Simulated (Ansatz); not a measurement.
# A hypothetical structure for AgRuS2

This structure for AgRuS2 is made up. Its elements were placed in a known structure type with a cell scaled to their sizes. What cell does the guess relax to, and how far off was it?

Method: DFT, PBE, plane-wave PAW, files of the set soft_1, scalar-relativistic, no spin, cell and ions relaxed at zero pressure; PAW set soft_1, in the first sound run; inputs show where later runs differ, in Ansatz 0.2.0.

### Step 1. Set-up

Symmetry: Pmmm, No. 47, orthorhombic system. Conventional cell: a = 3.589 Å, b = 3.950 Å, c = 6.393 Å, α = 90.00°, β = 90.00°, γ = 90.00°. Ag has 4 S at 2.58 Å nearest. Ru has 4 S at 2.36 Å nearest. Nearest to S lie 2 Ru at 2.36 Å and 2 Ag at 2.58 Å. Farther neighbours and most contacts between anions are not listed.

### Step 2. Relaxation of the guess

The guess takes its coordinates from another compound and its volume from a rule, so the cell and any free coordinates are relaxed together.

Input file input.yaml:

```yaml
crystal:
  lattice:
    - [3.589, 0.0, 0.0]
    - [0.0, 3.95, 0.0]
    - [0.0, 0.0, 6.393]
  atoms:
    - { symbol: Ag, position: [0.5, 0.5, 0.5] }
    - { symbol: Ru, position: [0.0, 0.0, 0.0] }
    - { symbol: S, position: [0.5, 0.0, 0.7597] }
    - { symbol: S, position: [0.5, 0.0, 0.2403] }
kpoints:
  mp_grid: { grid: [8, 7, 4] }
scf:
  occupations: { method: fermi_dirac, width: 0.05 }
hamiltonian:
  xc: pbe
  pseudopotentials: { kind: paw, azcp: { folder: soft_1 } }
relax:
  f_tol: 0.015
  max_steps: 70
  cell: {}
output:
  forces: true
  stress: true
```

Launch:

```console
$ ansatz run input.yaml --threads 4 --pin off --max-ram 10240MiB --backend cpu --events-out ev --progress --plain --runs-dir out
```

Numbers of over 12 decimals in the logs are rounded to 6 here.

The log of the run:

```text
Engine: ansatz 0.2.0, x86_64-unknown-linux-gnu
Pseudopotentials: kind: paw
Pseudopotential: Ag, paw, valence charge 19, recommended cutoff 420 eV (normal), soft_1/Ag.paw.azcp
Pseudopotential: Ru, paw, valence charge 16, recommended cutoff 420 eV (normal), soft_1/Ru.paw.azcp
Pseudopotential: S, paw, valence charge 6, recommended cutoff 420 eV (normal), soft_1/S.paw.azcp
Functional definition: PBE
  parameter kappa = 0.804
  parameter beta = 0.066725
  exchange = pbe_x(kappa = kappa, mu = beta*pi^2/3)
  correlation = pbe_c(beta = beta)
Crystal: 4 atoms, lattice volume = 90.631 Å³
Basis set: ecut = 420 eV, 1747 PW (Γ), exchange–correlation on 48×54×90 points (8 copies of the dense FFT grid, shifted against one another)
Bands: 29, of which v1, the nominal top of the filled ones, is band 24 counted from 1 (23 counted from 0)
Symmetry: 8 space group operations
Space group: Pmmm (ITA 47), of the structure as read, at distance tolerance 4.5e-5 Å
k-points: 60 of 224
Non-local potential: Ag, projectors of the file, l = 0: 3, l = 1: 2, l = 2: 2, l = 3: 1
Non-local potential: Ru, projectors of the file, l = 0: 3, l = 1: 2, l = 2: 2, l = 3: 1
Non-local potential: S, projectors of the file, l = 0: 2, l = 1: 2, l = 2: 1
PAW form: soft (Blöchl's): semilocal exchange-correlation on the pseudo side does not see the compensation charge
PAW one-centre angular grid: Ag, 590 points (default); XC on 64 Gauss nodes
PAW one-centre angular grid: Ru, 590 points (default); XC on 64 Gauss nodes
PAW one-centre angular grid: S, 110 points (default); XC on 64 Gauss nodes
Initial density: superposition of atomic densities (chi_scale 0.1, normalization cell, long waves kept (reshape's long-wave potential 0.11 eV rms))
Initial wavefunctions: pseudopotential atomic-orbital guess
Functional: x = pbe(κ = 0.804, μ = 0.219515), c = pbe(β = 0.066725)
SCF iter   1: F=—  HF=-15273.614144 eV  |F-HF|=—  |Δ(HF+E_count)|=         —  Δρ=6.78e-2  dr2=7.19e0  ethr=3.10e-3  ⟨swp⟩=6.5  Hψ=7910  notcnv=0
preconditioner: auto → LDOS  [metal: Δε(μ)=0.005 eV  Ē_g=7.942 eV  σ=0.050 eV  W_gap=0.02  n_scr=20 (ndim 8)  ℏωp=21.7 eV  f_vac=0.014  D(μ)=5.79/eV (n_scr^D=56)  β→1.0]
SCF iter   2: F=—  HF=-15272.979585 eV  |F-HF|=—  |Δ(HF+E_count)|=   6.35e-1  Δρ=3.20e-2  dr2=8.36e-1  ethr=3.10e-3  ⟨swp⟩=3.0  Hψ=3737  notcnv=0  defer=2
SCF iter   3: F=—  HF=-15272.945377 eV  |F-HF|=—  |Δ(HF+E_count)|=   3.42e-2  Δρ=2.72e-2  dr2=7.36e-1  ethr=1.78e-3  ⟨swp⟩=3.0  Hψ=4122  notcnv=0  defer=5
SCF iter   4: F=—  HF=-15272.803927 eV  |F-HF|=—  |Δ(HF+E_count)|=   1.41e-1  Δρ=5.58e-3  dr2=3.10e-2  ethr=1.57e-3  ⟨swp⟩=2.0  Hψ=2862  notcnv=0  defer=5
SCF iter   5: F=—  HF=-15272.801426 eV  |F-HF|=—  |Δ(HF+E_count)|=   2.50e-3  Δρ=1.30e-3  dr2=9.89e-4  ethr=6.59e-5  ⟨swp⟩=2.9  Hψ=3709  notcnv=0  defer=5
SCF iter   6: F=—  HF=-15272.801403 eV  |F-HF|=—  |Δ(HF+E_count)|=   2.35e-5  Δρ=3.77e-4  dr2=9.44e-5  ethr=2.10e-6  ⟨swp⟩=2.8  Hψ=3330  notcnv=0  defer=5
SCF iter   7: F=—  HF=-15272.801505 eV  |F-HF|=—  |Δ(HF+E_count)|=   1.02e-4  Δρ=8.08e-5  dr2=4.75e-6  ethr=2.01e-7  ⟨swp⟩=2.4  Hψ=2690  notcnv=0  defer=5
SCF iter   8: F=—  HF=-15272.801507 eV  |F-HF|=—  |Δ(HF+E_count)|=   2.58e-6  Δρ=4.81e-5  dr2=1.30e-6  ethr=1.01e-8  ⟨swp⟩=2.0  Hψ=2905  notcnv=0  defer=5
SCF iter   9: F=-15272.801507 eV  HF=-15272.801507 eV  |F-HF|=2.04e-8  |Δ(HF+E_count)|=   6.59e-8  Δρ=7.53e-6  dr2=5.81e-8  ethr=2.13e-10  ⟨swp⟩=3.6  Hψ=7420  notcnv=0
SCF 1 converged in 9 iterations: F = -15272.801507 eV  dr2 = 5.81e-8
  greatest PAW one-centre occupation: 1.001 electrons in one spin orbital (limit 2), on the Ag atom at site 0 (counted from 0), in its partial waves of l = 0
relax step   1: F+E_penalty+E_count = -15272.80150726 eV  Δ(F+E_penalty+E_count) = +0.000e0 eV  max|allowed force component| = 4.760e-1 eV/Å  Δτ_max = 0.0000 Å  P = -6.011 GPa  Ω = 90.631 Å³  (9 SCF iters, dr2 threshold 1.00e-7 eV, accepted)
Crystal: 4 atoms, lattice volume = 84.432 Å³
Basis set: ecut = 420 eV, 1667 PW (Γ), exchange–correlation on 48×54×90 points (8 copies of the dense FFT grid, shifted against one another)
Initial density: handed on by an earlier stage of this run
Initial wavefunctions: those handed on with the density
iter 1 solved again at ethr=5.29e-5 eV; its pass at ethr=3.10e-3 eV (dr2=2.49e-2 eV) is discarded
SCF iter   1: F=—  HF=-15273.027067 eV  |F-HF|=—  |Δ(HF+E_count)|=         —  Δρ=5.66e-3  dr2=2.58e-2  ethr=5.29e-5  ⟨swp⟩=2.0  Hψ=9916  notcnv=0
preconditioner: auto → LDOS  [metal: Δε(μ)=0.011 eV  Ē_g=8.016 eV  σ=0.050 eV  W_gap=0.06  n_scr=20 (ndim 8)  ℏωp=22.5 eV  f_vac=0.024  D(μ)=3.94/eV (n_scr^D=36)  β→1.0]
SCF iter   2: F=—  HF=-15273.025225 eV  |F-HF|=—  |Δ(HF+E_count)|=   1.84e-3  Δρ=3.96e-3  dr2=9.99e-3  ethr=5.29e-5  ⟨swp⟩=2.0  Hψ=3358  notcnv=0
SCF iter   3: F=—  HF=-15273.023015 eV  |F-HF|=—  |Δ(HF+E_count)|=   2.21e-3  Δρ=1.11e-3  dr2=1.05e-3  ethr=2.12e-5  ⟨swp⟩=2.0  Hψ=3097  notcnv=0
SCF iter   4: F=—  HF=-15273.022864 eV  |F-HF|=—  |Δ(HF+E_count)|=   1.51e-4  Δρ=4.10e-4  dr2=2.03e-4  ethr=2.24e-6  ⟨swp⟩=2.1  Hψ=2636  notcnv=0
SCF iter   5: F=—  HF=-15273.022865 eV  |F-HF|=—  |Δ(HF+E_count)|=   1.04e-6  Δρ=1.28e-4  dr2=2.46e-5  ethr=4.33e-7  ⟨swp⟩=2.5  Hψ=2647  notcnv=0
SCF iter   6: F=—  HF=-15273.022864 eV  |F-HF|=—  |Δ(HF+E_count)|=   9.61e-7  Δρ=2.58e-5  dr2=7.79e-7  ethr=5.24e-8  ⟨swp⟩=2.0  Hψ=1989  notcnv=0
SCF iter   7: F=-15273.022864 eV  HF=-15273.022864 eV  |F-HF|=2.48e-9  |Δ(HF+E_count)|=   7.68e-8  Δρ=7.38e-6  dr2=3.17e-8  ethr=8.51e-10  ⟨swp⟩=5.0  Hψ=6317  notcnv=0
SCF 2 converged in 7 iterations: F = -15273.022864 eV  dr2 = 3.17e-8
relax step   2: F+E_penalty+E_count = -15273.02286409 eV  Δ(F+E_penalty+E_count) = -2.214e-1 eV  max|allowed force component| = 2.223e-2 eV/Å  Δτ_max = 0.0317 Å  P = -2.079 GPa  Ω = 84.432 Å³  energy of the carried Pulay correction = +2.331e-3 eV  (7 SCF iters, dr2 threshold 4.00e-7 eV, accepted)
Crystal: 4 atoms, lattice volume = 80.794 Å³
Basis set: ecut = 420 eV, 1581 PW (Γ), exchange–correlation on 48×54×90 points (8 copies of the dense FFT grid, shifted against one another)
iter 1 solved again at ethr=2.92e-5 eV; its pass at ethr=3.10e-3 eV (dr2=1.37e-2 eV) is discarded
SCF iter   1: F=—  HF=-15273.135252 eV  |F-HF|=—  |Δ(HF+E_count)|=         —  Δρ=4.65e-3  dr2=1.41e-2  ethr=2.92e-5  ⟨swp⟩=1.6  Hψ=10112  notcnv=0
preconditioner: auto → LDOS  [metal: Δε(μ)=0.028 eV  Ē_g=8.209 eV  σ=0.050 eV  W_gap=0.14  n_scr=16 (ndim 8)  ℏωp=23.0 eV  f_vac=0.019  D(μ)=3.36/eV (n_scr^D=36)  β→1.0]
SCF iter   2: F=—  HF=-15273.134542 eV  |F-HF|=—  |Δ(HF+E_count)|=   7.10e-4  Δρ=2.93e-3  dr2=5.22e-3  ethr=2.92e-5  ⟨swp⟩=2.0  Hψ=3340  notcnv=0
SCF iter   3: F=—  HF=-15273.133472 eV  |F-HF|=—  |Δ(HF+E_count)|=   1.07e-3  Δρ=1.05e-3  dr2=7.61e-4  ethr=1.11e-5  ⟨swp⟩=2.0  Hψ=3067  notcnv=0
SCF iter   4: F=—  HF=-15273.133330 eV  |F-HF|=—  |Δ(HF+E_count)|=   1.42e-4  Δρ=2.81e-4  dr2=7.17e-5  ethr=1.62e-6  ⟨swp⟩=2.1  Hψ=2515  notcnv=0
SCF iter   5: F=—  HF=-15273.133307 eV  |F-HF|=—  |Δ(HF+E_count)|=   2.33e-5  Δρ=7.73e-5  dr2=8.55e-6  ethr=1.53e-7  ⟨swp⟩=2.7  Hψ=2816  notcnv=0
SCF iter   6: F=-15273.133307 eV  HF=-15273.133308 eV  |F-HF|=1.67e-7  |Δ(HF+E_count)|=   8.95e-7  Δρ=1.82e-5  dr2=2.71e-7  ethr=8.51e-10  ⟨swp⟩=4.0  Hψ=7478  notcnv=0
SCF 3 converged in 6 iterations: F = -15273.133307 eV  dr2 = 2.71e-7
relax step   3: F+E_penalty+E_count = -15273.13330739 eV  Δ(F+E_penalty+E_count) = -1.104e-1 eV  max|allowed force component| = 4.670e-2 eV/Å  Δτ_max = 0.0244 Å  P = -0.212 GPa  Ω = 80.794 Å³  energy of the carried Pulay correction = +3.777e-3 eV  (6 SCF iters, dr2 threshold 4.00e-7 eV, accepted)
[... from here on, the SCF cycles and remarks between the steps are left out ...]
relax step   4: F+E_penalty+E_count = -15273.22482495 eV  Δ(F+E_penalty+E_count) = -9.152e-2 eV  max|allowed force component| = 2.675e-2 eV/Å  Δτ_max = 0.0485 Å  P = +0.035 GPa  Ω = 78.768 Å³  energy of the carried Pulay correction = +4.610e-3 eV  (6 SCF iters, dr2 threshold 4.00e-7 eV, accepted)
relax step   5: F+E_penalty+E_count = -15273.28919592 eV  Δ(F+E_penalty+E_count) = -6.437e-2 eV  max|allowed force component| = 3.716e-2 eV/Å  Δτ_max = 0.0472 Å  P = +0.385 GPa  Ω = 76.620 Å³  energy of the carried Pulay correction = +5.515e-3 eV  (6 SCF iters, dr2 threshold 4.00e-7 eV, accepted)
relax step   6: F+E_penalty+E_count = -15273.29438099 eV  Δ(F+E_penalty+E_count) = -5.185e-3 eV  max|allowed force component| = 5.022e-2 eV/Å  Δτ_max = 0.0550 Å  P = +1.158 GPa  Ω = 74.611 Å³  energy of the carried Pulay correction = +6.383e-3 eV  (6 SCF iters, dr2 threshold 4.00e-7 eV, accepted)
relax step   7: F+E_penalty+E_count = -15273.30382243 eV  Δ(F+E_penalty+E_count) = -9.441e-3 eV  max|allowed force component| = 1.715e-2 eV/Å  Δτ_max = 0.0207 Å  P = -0.537 GPa  Ω = 76.170 Å³  energy of the carried Pulay correction = +5.708e-3 eV  (6 SCF iters, dr2 threshold 4.00e-7 eV, accepted)
relax step   8: F+E_penalty+E_count = -15273.30581247 eV  Δ(F+E_penalty+E_count) = -1.990e-3 eV  max|allowed force component| = 7.811e-3 eV/Å  Δτ_max = 0.0021 Å  P = -0.002 GPa  Ω = 75.895 Å³  energy of the carried Pulay correction = +5.826e-3 eV  (5 SCF iters, dr2 threshold 4.00e-7 eV, accepted)
relax step   9: F+E_penalty+E_count = -15273.30654717 eV  Δ(F+E_penalty+E_count) = -7.347e-4 eV  max|allowed force component| = 8.501e-3 eV/Å  Δτ_max = 0.0000 Å  P = +0.029 GPa  Ω = 75.895 Å³  stress off target by 1.16e-1 GPa  SCF on the basis re-selected at this cell (its energy is not comparable with the rows above)  (7 SCF iters)
relax step  10: F+E_penalty+E_count = -15273.30663037 eV  Δ(F+E_penalty+E_count) = -8.320e-5 eV  max|allowed force component| = 3.585e-3 eV/Å  Δτ_max = 0.0027 Å  P = -0.018 GPa  Ω = 75.896 Å³  energy of the carried Pulay correction = -1.539e-5 eV  (5 SCF iters, dr2 threshold 3.36e-8 eV, accepted)
iter 1 solved again at ethr=4.51e-7 eV; its pass at ethr=3.10e-3 eV (dr2=2.12e-4 eV) is discarded
SCF iter   1: F=—  HF=-15273.306565 eV  |F-HF|=—  |Δ(HF+E_count)|=         —  Δρ=1.98e-5  dr2=1.55e-8  ethr=4.51e-7  ⟨swp⟩=3.8  Hψ=13004  notcnv=0
eigensolver tolerance schedule: the retry pair's looser diagonalisation over-reported the residual by 13632.80 of it (diagonalisation noise at an unbounded share of the residual, at the tolerance the schedule requests for it); recorded, not acted on — ethr = c·dr2/N_el stays at c = 1.0e-1
preconditioner: auto → LDOS  [metal: Δε(μ)=0.057 eV  Ē_g=8.254 eV  σ=0.050 eV  W_gap=0.27  n_scr=16 (ndim 8)  ℏωp=23.7 eV  f_vac=0.029  D(μ)=1.86/eV (n_scr^D=12)  β→1.0]
SCF iter   2: F=—  HF=-15273.306654 eV  |F-HF|=—  |Δ(HF+E_count)|=   8.89e-5  Δρ=3.58e-6  dr2=1.97e-8  ethr=3.31e-11  ⟨swp⟩=3.9  Hψ=4437  notcnv=0
SCF iter   3: F=—  HF=-15273.306654 eV  |F-HF|=—  |Δ(HF+E_count)|=   4.56e-9  Δρ=1.60e-6  dr2=1.88e-9  ethr=3.31e-11  ⟨swp⟩=2.6  Hψ=3271  notcnv=0
SCF iter   4: F=-15273.306654 eV  HF=-15273.306654 eV  |F-HF|=1.09e-11  |Δ(HF+E_count)|=  4.98e-10  Δρ=2.52e-7  dr2=2.76e-11  ethr=1.00e-12  ⟨swp⟩=4.0  Hψ=8433  notcnv=0
SCF 11 converged in 4 iterations: F = -15273.306654 eV  dr2 = 2.76e-11
relax step  11: F+E_penalty+E_count = -15273.30665432 eV  Δ(F+E_penalty+E_count) = -2.395e-5 eV  max|allowed force component| = 3.581e-3 eV/Å  Δτ_max = 0.0000 Å  P = -0.018 GPa  Ω = 75.896 Å³  stress off target by 3.77e-2 GPa  SCF on the basis re-selected at this cell (its energy is not comparable with the rows above)  (4 SCF iters)
basis re-selected at this cell: Δ(F+E_penalty+E_count) = -2.395e-5 eV, ΔP = +0.000 GPa vs the last step (what re-selecting the basis moved, of the pressure what is left beyond the Pulay correction that the steps carried, after the strain that the cell walked since its last selection, with what the two solves' SCF thresholds leave and, on support functions, any second-order correction that the steps lacked; it is no m [...]
SCF converged after 4 iterations
Free energy (F): -15273.306654 eV
Harris-Foulkes:  -15273.306654 eV  (|F-HF|=1.09e-11)
Internal energy: -15273.291036 eV  (E = F + TS)
E sigma→0 (E₀):  -15273.298845 eV
Entropy (-TS):   -0.015618 eV (-3.905 meV/atom)
Fermi energy:    11.042472 eV
--- Per-component energies (eV) ---
  E_band       = -549.397191
  E_kinetic    = 1138.460395
  E_local      = -5190.093229  (includes V_loc(G=0)·N_el)
  E_nonlocal   = 516.170393
  E_hartree    = 2186.159712
  E_xc         = -504.622596
  E_vxc        = -578.733859  (∫ρ·V_xc dr)
  E_paw        = -8675.301209  (= ΣΔE_a)
  E_vpaw       = -807.521027  (= ΣTr[D̂ρ^β])
  E_aug_tail   = 0.001010  (compensation charges beyond the density's cutoff)
  E_ewald      = -4744.065512
  E_smearing   = -0.015618  (= −TS)
  E_closure    = 0.000000  (closes the sum)
  Σ components = -15273.306654   (vs F -15273.306654, Δ=0.00e0)
--- Forces (eV/Å), atoms counted from 1 ---
  atom   1  Ag    -0.00000000     0.00000000     0.00000000
  atom   2  Ru     0.00000000     0.00000000     0.00000000
  atom   3  S      0.00000000     0.00000000    -0.00358111
  atom   4  S     -0.00000000    -0.00000000     0.00358111
  max |Σ_I F_I| component: 4.58e-29 eV/Å
--- Stress (GPa, compression-positive) ---
       -0.018403       0.000000       0.000000
        0.000000      -0.037689      -0.000000
        0.000000      -0.000000       0.000914
  P = ⅓ Tr σ = -0.0184 GPa (-0.184 kbar)
--- Relaxed structure (9 steps of the walk, 9 accepted, 2 SCFs on fresh bases) ---
  F+E_penalty+E_count = -15273.30665432 eV   max|allowed force component| = 3.581e-3 eV/Å   (the final SCF, on the basis selected at the relaxed cell)
  cell:  # Å, volume = 75.8956 Å³
    - [3.510645, 0, -1.6270953896321555e-17]
    - [0, 3.064449, 0]
    - [-2.8983061649257094e-17, 0, 7.054685]
  atoms:
    - { symbol: Ag, position: [0.500000, 0.500000, 0.500000] }
    - { symbol: Ru, position: [0, 0, 4.070209938941359e-19] }
    - { symbol: S, position: [0.500000, 0, 0.788878] }
    - { symbol: S, position: [0.500000, 0, 0.211122] }
```

Run time: 6.2 s. Hardware: 4 threads of AMD EPYC 9R45 (Zen 5), shared host; peak memory 0.63 GiB.

This run has no spin polarisation although its electron count is odd.

The steps of the relaxation:

```csv
step,energy less that of the first step (eV),largest force component (eV/Å),pressure (GPa),volume (Å³)
1,0.0000,0.4760,-6.01,90.63
2,-0.2214,0.0222,-2.08,84.43
3,-0.3318,0.0467,-0.21,80.79
4,-0.4233,0.0268,0.04,78.77
5,-0.4877,0.0372,0.38,76.62
6,-0.4929,0.0502,1.16,74.61
7,-0.5023,0.0171,-0.54,76.17
8,-0.5043,0.0078,0.00,75.90
9*,-0.5050,0.0085,0.03,75.90
10,-0.5051,0.0036,-0.02,75.90
11*,-0.5051,0.0036,-0.02,75.90
```

Relaxation steps marked * repeat the geometry before them on a plane-wave basis chosen anew for their cell, so energy and pressure can jump there.

Forces are held to the 8 operations that the run works with; a distortion that breaks them can't arise in this run.

| cell as run | before | after | change |
| --- | --- | --- | --- |
| a (Å) | 3.589 | 3.511 | -2.2 % |
| b (Å) | 3.950 | 3.064 | -22.4 % |
| c (Å) | 6.393 | 7.055 | +10.4 % |
| volume (Å³/atom) | 22.66 | 18.97 | -16.3 % |

The atoms that moved most (Å, as changes of fractional coordinates times the final cell):

| atom | dx | dy | dz | length |
| --- | --- | --- | --- | --- |
| S3 | 0.000 | 0.000 | 0.206 | 0.206 |
| S4 | 0.000 | 0.000 | -0.206 | 0.206 |

The relaxed structure:

```cif
data_structure
_symmetry_space_group_name_H-M 'P 1'
_symmetry_Int_Tables_number 1
_cell_length_a 3.5106
_cell_length_b 3.0644
_cell_length_c 7.0547
_cell_angle_alpha 90.000
_cell_angle_beta 90.000
_cell_angle_gamma 90.000
_cell_volume 75.90
loop_
_atom_site_label
_atom_site_type_symbol
_atom_site_fract_x
_atom_site_fract_y
_atom_site_fract_z
_atom_site_occupancy
Ag1 Ag 0.50000 0.50000 0.50000 1
Ru2 Ru 0.00000 0.00000 0.00000 1
S3 S 0.50000 0.00000 0.78888 1
S4 S 0.50000 0.00000 0.21112 1
```

This step gave:

| Item | Value |
| --- | --- |
| free energy | -15273.3067 eV |
| energy at zero smearing | -15273.2988 eV |
| smearing term TS | 0.01562 eV |
| Fermi energy | 11.04 eV |
| electrons | 47 |
| symmetry operations | 8 |
| pressure | -0.01839 GPa |

The shortest distance of each pair, which need not be the same contact before and after:

| pair | guess (Å) | relaxed (Å) |
| --- | --- | --- |
| Ru–S | 2.362 | 2.302 |
| Ag–S | 2.580 | 2.550 |
| S–S | 3.072 | 2.979 |
| Ag–Ag | 3.589 | 3.064 |
| Ru–Ru | 3.589 | 3.064 |

The relaxation ends with a largest force component of 0.0036 eV/Å and a pressure of -0.02 GPa.

[end of part 1 of 2]

[Logs are printed without paths, hosts, clocks, repeated set-up lines and the standing remarks that a program may print on its own settings, such as how far it seeks lower states.]

[Hosts, paths, dates, database ids (printed as entryN), source tags and the programs' standing remarks are cut or masked in the printed files.]
